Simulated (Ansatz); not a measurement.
# Nd3In: which shell does photoemission see at 21.2 and 100 eV? (LDA)

The valence band of Nd3In mixes several shells. Work out by hand which one leads the spectrum's area at each photon energy.

Filled states come from the projected DOS of Ansatz 0.2.0 (LDA+U, plane waves); cross sections σ and asymmetry parameters β are those of free atoms in a Dirac–Hartree–Slater calculation. A shell's area is states × σ × angular factor, which is 1 + β·P₂(cos θ) for linear light, with θ = 54.7° from the polarisation and P₂ = 0.001.

**At 21.2 eV** (states counted from 11.2 eV below the zero; other shells add 0.73 to the products' sum of 23.6):

```
shell  filled states a cell  cross section (Mb an electron)     β  angular factor  product  share by hand (%)  share in the simulated spectrum (%)
Nd 5p                  0.00                               0  0.00            1.00        0                  0                                    0
Nd 5d                  7.23                            2.69  0.72            1.00     19.5                 83                                   83
Nd 4f                  9.14                           0.369  1.24            1.00     3.38                 14                                   14
In 4d                  0.02                               0  0.00            1.00        0                  0                                    0
```

**At 100 eV** (states counted from 21.8 eV below the zero; other shells add 0.053 to the products' sum of 10.4):

| shell | filled states a cell | cross section (Mb an electron) | β | angular factor | product | share by hand (%) | share in the simulated spectrum (%) |
| --- | --- | --- | --- | --- | --- | --- | --- |
| Nd 5p | 17.49 | 0.0515 | -0.09 | 1.00 | 0.901 | 9 | 9 |
| Nd 5d | 7.53 | 0.0103 | 1.48 | 1.00 | 0.0779 | 1 | 1 |
| Nd 4f | 9.16 | 0.878 | 0.41 | 1.00 | 8.05 | 77 | 77 |
| In 4d | 9.97 | 0.133 | 1.96 | 1.00 | 1.33 | 13 | 13 |

Nd 5d leads at 21.2 eV and Nd 4f at 100 eV. Between the two energies σ of Nd 5d changes by a factor 0.0038 and that of Nd 4f by 2.4, so their ratio moves 620-fold in favour of the second. The simulated spectrum uses the same rule on the energy-resolved DOS, so the two share columns agree within a few points.

Only crystals where the two columns agree within 4 points and the lead is clear are worked in this form. Free-atom cross sections ignore the solid's final states, no escape depth or background enters, and the count of states a shell hangs on the projection.

[Logs are printed without paths, hosts, clocks, repeated set-up lines and the standing remarks that a program may print on its own settings, such as how far it seeks lower states.]
